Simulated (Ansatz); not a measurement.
**A hypothetical structure for CrIBr2**

Starting from a made-up structure for CrIBr2, the aim is the relaxed cell, its shortest contacts and, where a second run follows, its electronic structure.

Main program and level: Ansatz 0.2.0; DFT, PBEsol, plane-wave PAW, files of the set soft_1, scalar-relativistic, ferromagnetic start, cell and ions relaxed at zero pressure; PAW set soft_1, in the first sound run; inputs show where later runs differ.

In doubt: warnings of the run leave room for a lower electronic state, so energies may not be the lowest and differences between runs may mislead.

**1. Set-up**

The structure is monoclinic, space group C2/c (No. 15). The conventional cell has a = 11.846 Å, b = 6.895 Å, c = 6.202 Å, α = 90.00°, β = 90.24°, γ = 90.00°. Nearest to I lie 2 Cr at 2.61 Å. Nearest to Br lie 2 Cr at 2.58 Å. Nearest to Cr lie 4 Br at 2.58 Å and 2 I at 2.61 Å. Farther neighbours and most contacts between anions are not listed.

**2. Relaxing cell and atoms**

The guessed cell has no reason to be at equilibrium. It is relaxed with the atoms, within the space group of the guess.

Contents of input.yaml:

```yaml
crystal:
  lattice:
    - [5.923, -3.4475, 0.0]
    - [5.923, 3.4475, 0.0]
    - [-0.025978801, 0.0, 6.20194559]
  atoms:
    - { symbol: I, position: [0.3052, 0.6948, 0.75] }
    - { symbol: I, position: [0.6948, 0.3052, 0.25] }
    - { symbol: Br, position: [0.0002, 0.6984, 0.2491] }
    - { symbol: Br, position: [0.6984, 0.0002, 0.7491] }
    - { symbol: Br, position: [0.3016, 0.9998, 0.2509] }
    - { symbol: Br, position: [0.9998, 0.3016, 0.7509] }
    - { symbol: Cr, position: [0.0, 0.0, 0.0], spin: 3.0 }
    - { symbol: Cr, position: [0.0, 0.0, 0.5], spin: 3.0 }
magnetization:
  spin_polarized: true
kpoints:
  mp_grid: { grid: [5, 5, 5] }
scf:
  occupations: { method: fermi_dirac, width: 0.05 }
hamiltonian:
  xc: pbesol
  pseudopotentials: { kind: paw, azcp: { folder: soft_1 }, xc_functional: pbe }
relax:
  f_tol: 0.015
  max_steps: 70
  cell: {}
output:
  forces: true
  stress: true
```

On the command line:

```
> ansatz run input.yaml --threads 4 --pin off --max-ram 10240MiB --backend cpu --events-out ev --progress --plain --runs-dir out
```

Numbers of over 12 decimals in the logs are rounded to 6 here.

What it wrote:

```text
Engine: ansatz 0.2.0, aarch64-unknown-linux-gnu
Pseudopotentials: kind: paw
Pseudopotential: I, paw, valence charge 17, recommended cutoff 420 eV (normal), soft_1/I.paw.azcp
Pseudopotential: Br, paw, valence charge 7, recommended cutoff 420 eV (normal), soft_1/Br.paw.azcp
Pseudopotential: Cr, paw, valence charge 14, recommended cutoff 420 eV (normal), soft_1/Cr.paw.azcp
Functional definition: PBEsol
  exchange = pbesol_x
  correlation = pbesol_c
Crystal: 8 atoms, lattice volume = 253.282 Å³
Basis set: ecut = 420 eV, 4973 PW (Γ), exchange–correlation on 96×96×90 points (8 copies of the dense FFT grid, shifted against one another)
Bands: 58, of which v1, the nominal top of the filled ones, is band 45 counted from 1 (44 counted from 0)
Symmetry: 4 space group operations
Space group: C2/c (ITA 15), of the structure as read, at distance tolerance 6.3e-5 Å
Magnetic group: BNS 15.85 (UNI 92), of the structure as read, at distance tolerance 6.3e-5 Å
k-points: 39 of 125
Non-local potential: I, projectors of the file, l = 0: 2, l = 1: 2, l = 2: 2, l = 3: 1
Non-local potential: Br, projectors of the file, l = 0: 2, l = 1: 2, l = 2: 2
Non-local potential: Cr, projectors of the file, l = 0: 3, l = 1: 2, l = 2: 3, l = 3: 1
PAW form: soft (Blöchl's): semilocal exchange-correlation on the pseudo side does not see the compensation charge
PAW frozen core: I, regenerated for the run's functional, and the local potential with it (the file was generated under x = pbe(κ = 0.804, μ = 0.219515), c = pbe(β = 0.066725))
PAW frozen core: Br, regenerated for the run's functional, and the local potential with it (the file was generated under x = pbe(κ = 0.804, μ = 0.219515), c = pbe(β = 0.066725))
PAW frozen core: Cr, regenerated for the run's functional, and the local potential with it (the file was generated under x = pbe(κ = 0.804, μ = 0.219515), c = pbe(β = 0.066725))
PAW one-centre angular grid: I, 590 points (default); XC on 64 Gauss nodes
PAW one-centre angular grid: Br, 110 points (default); XC on 64 Gauss nodes
PAW one-centre angular grid: Cr, 590 points (default); XC on 64 Gauss nodes
Initial density: superposition of atomic densities (chi_scale 0.1, normalization cell, long waves kept (reshape's long-wave potential 0.12 eV rms))
Starting moments: Σ|m| = 6 μB on 2 of 8 sites
Initial wavefunctions: pseudopotential atomic-orbital guess
Functional: x = pbesol(κ = 0.804, μ = 0.123457), c = pbesol(β = 0.046)
SCF iter   1: F=—  HF=-32517.457762 eV  |F-HF|=—  |Δ(HF+E_count)|=         —  Δρ=4.35e-2 (↑4.35e-2 ↓2.38e-2)  dr2=2.75e1  dr2_m=5.97e-1  M=5.733 μB ∫|m|=6.408 μB  β_m=0.30  ethr=3.10e-3  ⟨swp⟩=10.6  Hψ=21517  notcnv=0  defer=40
Mixer restart at iter 1: flushing history
preconditioner: auto → Kerker (q_TF=auto, 2.296 Å⁻¹)  [metal: Δε(μ)=0.012 eV  Ē_g=8.518 eV  σ=0.050 eV  W_gap=0.06  n_scr=58 (ndim 8)  ℏωp=17.1 eV  f_vac=0.080  D(μ)=2.67/eV (n_scr^D=8)]
spin=Collinear: Kerker preconditioning applied to the charge; magnetization (m = ρ↑ − ρ↓) channel mixes plain (no charge-response kernel on spin).
SCF iter   2: F=—  HF=-32515.212265 eV  |F-HF|=—  |Δ(HF+E_count)|=    2.25e0  Δρ=2.05e-2 (↑2.05e-2 ↓1.45e-2)  dr2=9.38e0  dr2_m=2.55e-1  M=5.881 μB ∫|m|=6.491 μB  β_m=0.41  ethr=3.10e-3  ⟨swp⟩=3.6  Hψ=10009  notcnv=0  defer=310
SCF iter   3: F=—  HF=-32513.669633 eV  |F-HF|=—  |Δ(HF+E_count)|=    1.54e0  Δρ=9.19e-3 (↑9.19e-3 ↓8.95e-3)  dr2=2.19e0  dr2_m=7.37e-2  M=5.995 μB ∫|m|=6.656 μB  β_m=0.56  ethr=3.10e-3  ⟨swp⟩=3.2  Hψ=7087  notcnv=0  defer=313
SCF iter   4: F=—  HF=-32513.527233 eV  |F-HF|=—  |Δ(HF+E_count)|=   1.42e-1  Δρ=5.11e-3 (↑3.44e-3 ↓5.11e-3)  dr2=2.92e-1  dr2_m=3.38e-3  M=6.000 μB ∫|m|=6.797 μB  β_m=0.78  ethr=2.44e-3  ⟨swp⟩=3.2  Hψ=7716  notcnv=0  defer=317
SCF iter   5: F=—  HF=-32513.569981 eV  |F-HF|=—  |Δ(HF+E_count)|=         —  Δρ=2.87e-3 (↑2.87e-3 ↓1.10e-3)  dr2=4.10e-2  dr2_m=5.88e-3  M=6.000 μB ∫|m|=6.904 μB  β_m=0.78  ethr=3.25e-4  ⟨swp⟩=3.2  Hψ=7583  notcnv=0  defer=309
Mixer restart at iter 5: flushing history
SCF iter   6: F=—  HF=-32513.579576 eV  |F-HF|=—  |Δ(HF+E_count)|=   9.59e-3  Δρ=7.72e-4 (↑7.72e-4 ↓6.54e-4)  dr2=1.50e-2  dr2_m=3.81e-5  M=6.000 μB ∫|m|=6.896 μB  β_m=0.80  ethr=4.55e-5  ⟨swp⟩=2.2  Hψ=8133  notcnv=0  defer=304
SCF iter   7: F=—  HF=-32513.581127 eV  |F-HF|=—  |Δ(HF+E_count)|=   1.55e-3  Δρ=9.22e-4 (↑9.22e-4 ↓4.37e-4)  dr2=1.24e-2  dr2_m=2.40e-4  M=6.000 μB ∫|m|=6.912 μB  β_m=0.84  ethr=1.66e-5  ⟨swp⟩=2.0  Hψ=7668  notcnv=0  defer=304
SCF iter   8: F=—  HF=-32513.582465 eV  |F-HF|=—  |Δ(HF+E_count)|=   1.34e-3  Δρ=7.62e-4 (↑7.62e-4 ↓2.70e-4)  dr2=2.72e-3  dr2_m=1.76e-4  M=6.000 μB ∫|m|=6.905 μB  β_m=0.92  ethr=1.38e-5  ⟨swp⟩=2.0  Hψ=6828  notcnv=0  defer=304
SCF iter   9: F=—  HF=-32513.583508 eV  |F-HF|=—  |Δ(HF+E_count)|=   1.04e-3  Δρ=3.01e-4 (↑3.01e-4 ↓1.34e-4)  dr2=6.27e-4  dr2_m=1.82e-5  M=6.000 μB ∫|m|=6.905 μB  β_m=0.96  ethr=3.02e-6  ⟨swp⟩=2.0  Hψ=6489  notcnv=0  defer=304
SCF iter  10: F=—  HF=-32513.583590 eV  |F-HF|=—  |Δ(HF+E_count)|=   8.23e-5  Δρ=3.70e-5 (↑3.70e-5 ↓3.12e-5)  dr2=2.88e-5  dr2_m=7.70e-8  M=6.000 μB ∫|m|=6.908 μB  β_m=0.94  ethr=6.97e-7  ⟨swp⟩=2.2  Hψ=6604  notcnv=0  defer=304
SCF iter  11: F=—  HF=-32513.583621 eV  |F-HF|=—  |Δ(HF+E_count)|=   3.09e-5  Δρ=1.74e-5 (↑1.72e-5 ↓1.74e-5)  dr2=7.82e-6  dr2_m=3.64e-9  M=6.000 μB ∫|m|=6.907 μB  β_m=0.97  ethr=3.20e-8  ⟨swp⟩=2.0  Hψ=7878  notcnv=0  defer=304
SCF iter  12: F=—  HF=-32513.583627 eV  |F-HF|=—  |Δ(HF+E_count)|=   6.21e-6  Δρ=1.20e-5 (↑1.20e-5 ↓7.16e-6)  dr2=2.04e-6  dr2_m=2.07e-8  M=6.000 μB ∫|m|=6.907 μB  β_m=0.99  ethr=8.69e-9  ⟨swp⟩=2.0  Hψ=6318  notcnv=0  defer=304
SCF iter  13: F=—  HF=-32513.583628 eV  |F-HF|=—  |Δ(HF+E_count)|=   3.16e-7  Δρ=1.77e-6 (↑1.51e-6 ↓1.77e-6)  dr2=8.76e-8  dr2_m=6.70e-10  M=6.000 μB ∫|m|=6.907 μB  β_m=0.99  ethr=2.26e-9  ⟨swp⟩=2.0  Hψ=6138  notcnv=0  defer=304
SCF iter  14: F=-32513.583628 eV  HF=-32513.583628 eV  |F-HF|=4.44e-10  |Δ(HF+E_count)|=   4.80e-8  Δρ=1.05e-6 (↑1.05e-6 ↓8.68e-7)  dr2=2.39e-8  dr2_m=7.68e-11  M=6.000 μB ∫|m|=6.907 μB  ethr=9.74e-11  ⟨swp⟩=2.8  Hψ=13883  notcnv=0
SCF 1 converged in 14 iterations: F = -32513.583628 eV  dr2 = 2.39e-8
  greatest PAW one-centre occupation: 1.000 electrons in one spin orbital (limit 2), on the Cr atom at site 7 (counted from 0), in its partial waves of l = 0
relax step   1: F+E_penalty+E_count = -32513.58362764 eV  Δ(F+E_penalty+E_count) = +0.000e0 eV  max|allowed force component| = 8.269e-1 eV/Å  Δτ_max = 0.0000 Å  P = -1.480 GPa  Ω = 253.282 Å³  (14 SCF iters, dr2 threshold 1.00e-7 eV, accepted)
[...]
relax step   4: F+E_penalty+E_count = -32513.91543011 eV  Δ(F+E_penalty+E_count) = -5.702e-3 eV  max|allowed force component| = 4.444e-2 eV/Å  Δτ_max = 0.0225 Å  P = +0.116 GPa  Ω = 250.219 Å³  energy of the carried Pulay correction = +3.255e-4 eV  (8 SCF iters, dr2 threshold 8.00e-7 eV, accepted)
[...]
relax step   5: F+E_penalty+E_count = -32513.91592080 eV  Δ(F+E_penalty+E_count) = -4.907e-4 eV  max|allowed force component| = 1.083e-2 eV/Å  Δτ_max = 0.0114 Å  P = +0.019 GPa  Ω = 250.957 Å³  energy of the carried Pulay correction = +2.466e-4 eV  (7 SCF iters, dr2 threshold 1.23e-7 eV, accepted)
Initial wavefunctions: pseudopotential atomic-orbital guess (no wavefunctions were taken with the density)
iter 1 solved again at ethr=1.14e-6 eV; its pass at ethr=3.10e-3 eV (dr2=1.03e-3 eV) is discarded
SCF iter   1: F=—  HF=-32513.914297 eV  |F-HF|=—  |Δ(HF+E_count)|=         —  Δρ=1.03e-4 (↑1.03e-4 ↓5.97e-5)  dr2=1.51e-6  dr2_m=1.59e-6  M=6.000 μB ∫|m|=6.824 μB  β_m=0.65  ethr=1.14e-6  ⟨swp⟩=3.8  Hψ=33828  notcnv=0
eigensolver tolerance schedule: the retry pair's looser diagonalisation over-reported the residual by 680.05 of it (diagonalisation noise at 0.33 of the residual, at the tolerance the schedule requests for it); recorded, not acted on — ethr = c·dr2/N_el stays at c = 1.0e-1
preconditioner: auto → Resta (q_TF=auto, 2.300 Å⁻¹)  ε∞=4.6  [insulator: Δε(μ)=0.859 eV  Ē_g=9.103 eV  σ=0.050 eV  W_gap=1.00  n_scr=58 (ndim 8)  ℏωp=17.2 eV  f_vac=0.126  D(μ)=0.00/eV (n_scr^D=0)  ε∞_Penn≈4.6]
spin=Collinear: Resta preconditioning applied to the charge; magnetization (m = ρ↑ − ρ↓) channel mixes plain (no charge-response kernel on spin).
SCF iter   2: F=—  HF=-32513.915492 eV  |F-HF|=—  |Δ(HF+E_count)|=   1.20e-3  Δρ=3.67e-5 (↑3.67e-5 ↓2.14e-5)  dr2=1.92e-7  dr2_m=1.96e-7  M=6.000 μB ∫|m|=6.824 μB  β_m=0.64  ethr=1.68e-9  ⟨swp⟩=2.7  Hψ=7228  notcnv=0
SCF iter   3: F=—  HF=-32513.915679 eV  |F-HF|=—  |Δ(HF+E_count)|=   1.87e-4  Δρ=2.04e-6 (↑2.04e-6 ↓1.44e-6)  dr2=1.28e-8  dr2_m=6.03e-10  M=6.000 μB ∫|m|=6.824 μB  β_m=0.76  ethr=2.13e-10  ⟨swp⟩=2.1  Hψ=6510  notcnv=0
SCF iter   4: F=—  HF=-32513.915680 eV  |F-HF|=—  |Δ(HF+E_count)|=   4.63e-7  Δρ=5.55e-7 (↑5.17e-7 ↓5.55e-7)  dr2=4.02e-9  dr2_m=1.15e-10  M=6.000 μB ∫|m|=6.824 μB  β_m=0.88  ethr=1.42e-11  ⟨swp⟩=2.0  Hψ=6537  notcnv=0
SCF iter   5: F=—  HF=-32513.915679 eV  |F-HF|=—  |Δ(HF+E_count)|=   4.04e-7  Δρ=3.92e-7 (↑3.92e-7 ↓1.08e-7)  dr2=4.32e-10  dr2_m=6.29e-11  M=6.000 μB ∫|m|=6.824 μB  β_m=0.92  ethr=4.47e-12  ⟨swp⟩=2.5  Hψ=7265  notcnv=0
SCF iter   6: F=—  HF=-32513.915679 eV  |F-HF|=—  |Δ(HF+E_count)|=  5.97e-10  Δρ=1.35e-7 (↑1.35e-7 ↓5.09e-8)  dr2=5.43e-11  dr2_m=6.52e-12  M=6.000 μB ∫|m|=6.824 μB  β_m=0.81  ethr=1.00e-12  ⟨swp⟩=2.0  Hψ=7964  notcnv=0
SCF iter   7: F=—  HF=-32513.915679 eV  |F-HF|=—  |Δ(HF+E_count)|=  1.09e-11  Δρ=7.58e-8 (↑7.58e-8 ↓5.62e-8)  dr2=9.08e-11  dr2_m=3.09e-13  M=6.000 μB ∫|m|=6.824 μB  β_m=0.91  ethr=1.00e-12  ⟨swp⟩=1.0  Hψ=4524  notcnv=0
SCF iter   8: F=-32513.915679 eV  HF=-32513.915679 eV  |F-HF|=7.28e-12  |Δ(HF+E_count)|=  1.82e-11  Δρ=1.22e-8 (↑1.22e-8 ↓1.06e-8)  dr2=3.52e-12  dr2_m=2.05e-14  M=6.000 μB ∫|m|=6.824 μB  ethr=1.00e-12  ⟨swp⟩=2.7  Hψ=11801  notcnv=0
SCF 6 converged in 8 iterations: F = -32513.915679 eV  dr2 = 3.52e-12
relax step   6: F+E_penalty+E_count = -32513.91567918 eV  Δ(F+E_penalty+E_count) = +2.416e-4 eV  max|allowed force component| = 1.080e-2 eV/Å  Δτ_max = 0.0000 Å  P = +0.020 GPa  Ω = 250.957 Å³  stress off target by 4.81e-2 GPa  SCF on the basis re-selected at this cell (its energy is not comparable with the rows above)  (8 SCF iters)
basis re-selected at this cell: Δ(F+E_penalty+E_count) = +2.416e-4 eV, ΔP = +0.001 GPa vs the last step (what re-selecting the basis moved, of the pressure what is left beyond the Pulay correction that the steps carried, after the strain that the cell walked since its last selection, with what the two solves' SCF thresholds leave and, on support functions, any second-order correction that the steps lacked; it is no m [...]
WARN: an SCF from antiferromagnetic starting moments (0.00, 0.00, 0.00, 0.00, 0.00, 0.00, -3.00, 3.00 Bohr magnetons, atom by atom) was not made, by what the run has read of turns of its moments that order reads lower: the deck asks for what bars it, or types moments that do (magnetization.spin_polarized, in the input reference, names some of the keys), or the run goes by scf.lower_state_search: light, the default, which as a rule tries one only behind a close that has lost an order of both signs, or on which an open d or half-filled 4f shell of a PAW file has lost a moment that was set nearer to Hund's than to what is left; [rest of the remark cut]
SCF converged after 8 iterations
Magnetization: 6.0000 μB (48.0000 up, 42.0000 down)
Absolute magnetization: 6.8123 μB (∫|ρ↑−ρ↓|, with the PAW one-centre terms)
Spin contamination: 0.1436 ħ² per cell (⟨S²⟩ above its minimum at these occupations)
Per-site moments (μB) at R_I (Å): [(-0.047555, 1.111696), (-0.047555, 1.111696), (-0.024468, 1.023166), (-0.024468, 1.023166), (-0.024468, 1.023166), (-0.024468, 1.023166), (2.762645, 1.023166), (2.762645, 1.023166)]
Free energy (F): -32513.915679 eV
Harris-Foulkes:  -32513.915679 eV  (|F-HF|=7.28e-12)
Internal energy: -32513.915659 eV  (E = F + TS)
E sigma→0 (E₀):  -32513.915669 eV
Entropy (-TS):   -0.000020 eV (-0.003 meV/atom)
Fermi energy:    4.854171 eV
--- Per-component energies (eV) ---
  E_band       = -1544.225491
  E_kinetic    = 1444.191366
  E_local      = -11626.727131  (includes V_loc(G=0)·N_el)
  E_nonlocal   = 541.212346
  E_hartree    = 5134.649331
  E_xc         = -1219.120528
  E_vxc        = -945.302927  (∫ρ·V_xc dr)
  E_paw        = -20871.664738  (= ΣΔE_a)
  E_vpaw       = -1226.894732  (= ΣTr[D̂ρ^β])
  E_aug_tail   = -0.003250  (compensation charges beyond the density's cutoff)
  E_ewald      = -5917.966409
  E_core_change = 1.513355  (= ΣΔE_core)
  E_smearing   = -0.000020  (= −TS)
  E_closure    = 0.000000  (closes the sum)
  Σ components = -32513.915679   (vs F -32513.915679, Δ=0.00e0)
--- Forces (eV/Å), atoms counted from 1 ---
  atom   1  I      0.00000000    -0.00310656     0.00000000
  atom   2  I     -0.00000000     0.00310656    -0.00000000
  atom   3  Br    -0.01055132     0.01079707    -0.00037723
  atom   4  Br    -0.01055132    -0.01079707    -0.00037723
  atom   5  Br     0.01055132     0.01079707     0.00037723
  atom   6  Br     0.01055132    -0.01079707     0.00037723
  atom   7  Cr     0.00000000     0.00000000    -0.00000000
  atom   8  Cr    -0.00000000    -0.00000000     0.00000000
  max |Σ_I F_I| component: 1.73e-18 eV/Å
--- Stress (GPa, compression-positive) ---
        0.047945      -0.000000      -0.001607
       -0.000000      -0.017457      -0.000000
       -0.001607      -0.000000       0.029350
  P = ⅓ Tr σ = 0.0199 GPa (0.199 kbar)
--- Relaxed structure (5 steps of the walk, 5 accepted, 1 SCFs on fresh bases) ---
  F+E_penalty+E_count = -32513.91567918 eV   max|allowed force component| = 1.080e-2 eV/Å   (the final SCF, on the basis selected at the relaxed cell)
  cell:  # Å, volume = 250.9574 Å³
    - [5.817687, -3.449146, -0.00252628]
    - [5.817687, 3.449146, -0.00252628]
    - [-0.028162, 0.0, 6.253295]
  atoms:
    - { symbol: I, position: [0.318230, 0.681770, 0.750000] }
    - { symbol: I, position: [0.681770, 0.318230, 0.250000] }
    - { symbol: Br, position: [-0.011254, 0.720837, 0.248668] }
    - { symbol: Br, position: [0.720837, -0.011254, 0.748668] }
    - { symbol: Br, position: [0.279163, 1.011254, 0.251332] }
    - { symbol: Br, position: [1.011254, 0.279163, 0.751332] }
    - { symbol: Cr, position: [-3.6660133994121243e-19, 0, 0] }
    - { symbol: Cr, position: [-4.336808689942018e-19, 0.0, 0.500000] }
```

It took 85 s on 4 threads of Arm Neoverse V2, shared host; peak memory 1.2 GiB.

Relaxation path:

```csv
step,energy less that of the first step (eV),largest force component (eV/Å),pressure (GPa),volume (Å³)
1,0.0000,0.8269,-1.48,253.28
2,-0.2439,0.5605,0.85,258.77
3,-0.3261,0.1483,-0.47,251.84
4,-0.3318,0.0444,0.12,250.22
5,-0.3323,0.0108,0.02,250.96
6*,-0.3321,0.0108,0.02,250.96
```

Relaxation steps marked * repeat the geometry before them on a plane-wave basis chosen anew for their cell, so energy and pressure can jump there.

Forces are held to the 4 operations that the run works with; a distortion that breaks them can't arise in this run.

```csv
cell as run,before,after,change
a (Å),6.853,6.763,-1.3 %
b (Å),6.853,6.763,-1.3 %
c (Å),6.202,6.253,+0.8 %
α (°),90.21,90.24,+0.0 %
β (°),90.21,90.24,+0.0 %
γ (°),60.40,61.33,+1.5 %
volume (Å³/atom),31.66,31.37,-0.9 %
```

The atoms that moved most (Å, as changes of fractional coordinates times the final cell):

```
atom      dx      dy      dz  length
 Br4   0.064  -0.117  -0.003   0.133
 Br6  -0.064  -0.117   0.003   0.133
 Br3   0.064   0.117  -0.003   0.133
 Br5  -0.064   0.117   0.003   0.133
  I2   0.000   0.090   0.000   0.090
  I1   0.000  -0.090   0.000   0.090
```

This step gave:

```yaml
free_energy: -32513.9157 eV
fermi_energy: 4.854 eV
gap_by_band_count: 0.8594 eV
magnetization: 6.000 μB
absolute_magnetization: 6.812 μB
site_moments: -0.04756, -0.04756, -0.02447, -0.02447, -0.02447, -0.02447, 2.763, 2.763 μB
electrons: 90
symmetry_operations: 4
pressure: 0.01995 GPa
```

Site moment by atom:

| atom | site moment (μB) |
| --- | --- |
| I1 | -0.05 |
| I2 | -0.05 |
| Br3 | -0.02 |
| Br4 | -0.02 |
| Br5 | -0.02 |
| Br6 | -0.02 |
| Cr7 | 2.76 |
| Cr8 | 2.76 |

The shortest distance of each pair, which need not be the same contact before and after:

| pair | guess (Å) | relaxed (Å) |
| --- | --- | --- |
| Br–Cr | 2.582 | 2.480 |
| Cr–I | 2.614 | 2.695 |
| Cr–Cr | 3.101 | 3.127 |
| Br–Br | 3.570 | 3.379 |
| Br–I | 3.616 | 3.547 |

The relaxation ends with a largest force component of 0.011 eV/Å and a pressure of 0.02 GPa.

[end of part 1 of 2]

[Logs are printed without paths, hosts, clocks, repeated set-up lines and the standing remarks that a program may print on its own settings, such as how far it seeks lower states.]

[Hosts, paths, dates, database ids (printed as entryN), source tags and the programs' standing remarks are cut or masked in the printed files.]
